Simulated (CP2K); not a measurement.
Two runs for the C K edge of fluoropyrazine. Run A: CP2K XAS_TDP, all-electron GAPW, PBEh(45%), aug-cc-pVDZ, TDA, no relativity. Run B differs in one setting.

First lines with a strength over 0.0015. A:

```csv
atom,energy (eV),states,"strength, one atom"
"C2 (bonded to C, F and N)",283.78,1,0.0595
,285.38,1,0.0051
,287.55,1,0.0466
,288.41,1,0.0037
,289.49,1,0.0024
"C3 (bonded to C, N and H)",281.63,1,0.0480
,283.80,1,0.0053
,285.87,1,0.0130
,286.72,1,0.0069
,287.41,1,0.0041
"C5 (bonded to C, N and H)",281.80,1,0.0513
,283.09,1,0.0041
,285.45,1,0.0128
,286.61,1,0.0032
,287.11,1,0.0037
"C6 (bonded to C, N and H)",281.63,1,0.0535
,283.77,1,0.0035
,285.70,1,0.0135
,286.81,1,0.0037
,287.33,1,0.0052
```

B:

```csv
atom,energy (eV),states,"strength, one atom"
"C2 (bonded to C, F and N)",285.86,1,0.0644
,287.80,1,0.0038
,289.58,1,0.0508
,290.61,1,0.0044
,291.74,2,0.0051
"C3 (bonded to C, N and H)",283.77,1,0.0524
,286.21,1,0.0043
,287.92,1,0.0160
,288.93,1,0.0067
,289.54,1,0.0046
"C5 (bonded to C, N and H)",281.58,1,0.0034
,283.78,1,0.0539
,286.49,1,0.0033
,287.73,1,0.0132
,288.57,1,0.0019
"C6 (bonded to C, N and H)",283.26,1,0.0567
,286.76,1,0.0150
,287.88,1,0.0065
,288.71,1,0.0049
,288.95,1,0.0031
```

**Question.** Which was it: GW2X switched on, the basis, scalar relativity switched on, the functional?

The functional (functional from PBEh(45%) to BHandHLYP; the lines alone don't name the new value). A functional moves all lines by electronvolts and changes their spacings and strengths. Against PBEh(45%) in aug-cc-pVDZ, the leading lines move by +2.08 eV (C2, to 285.86), +2.14 eV (C3, to 283.77) and +1.63 eV (C6, to 283.26); the strength of C2's goes from 0.0595 to 0.0644. For C5 the rule picks another line of the list in the two runs, so no shift is given. The next line of C2 over the strength cut lies 1.94 eV higher, against 1.60.

[Banner, clock and machine lines of the logs are left out without a mark of their own.]

[Logs are printed without paths, hosts, clocks, repeated set-up lines and the standing remarks that a program may print on its own settings, such as how far it seeks lower states.]

[Hosts, paths, dates, database ids (printed as entryN), source tags and the programs' standing remarks are cut or masked in the printed files.]
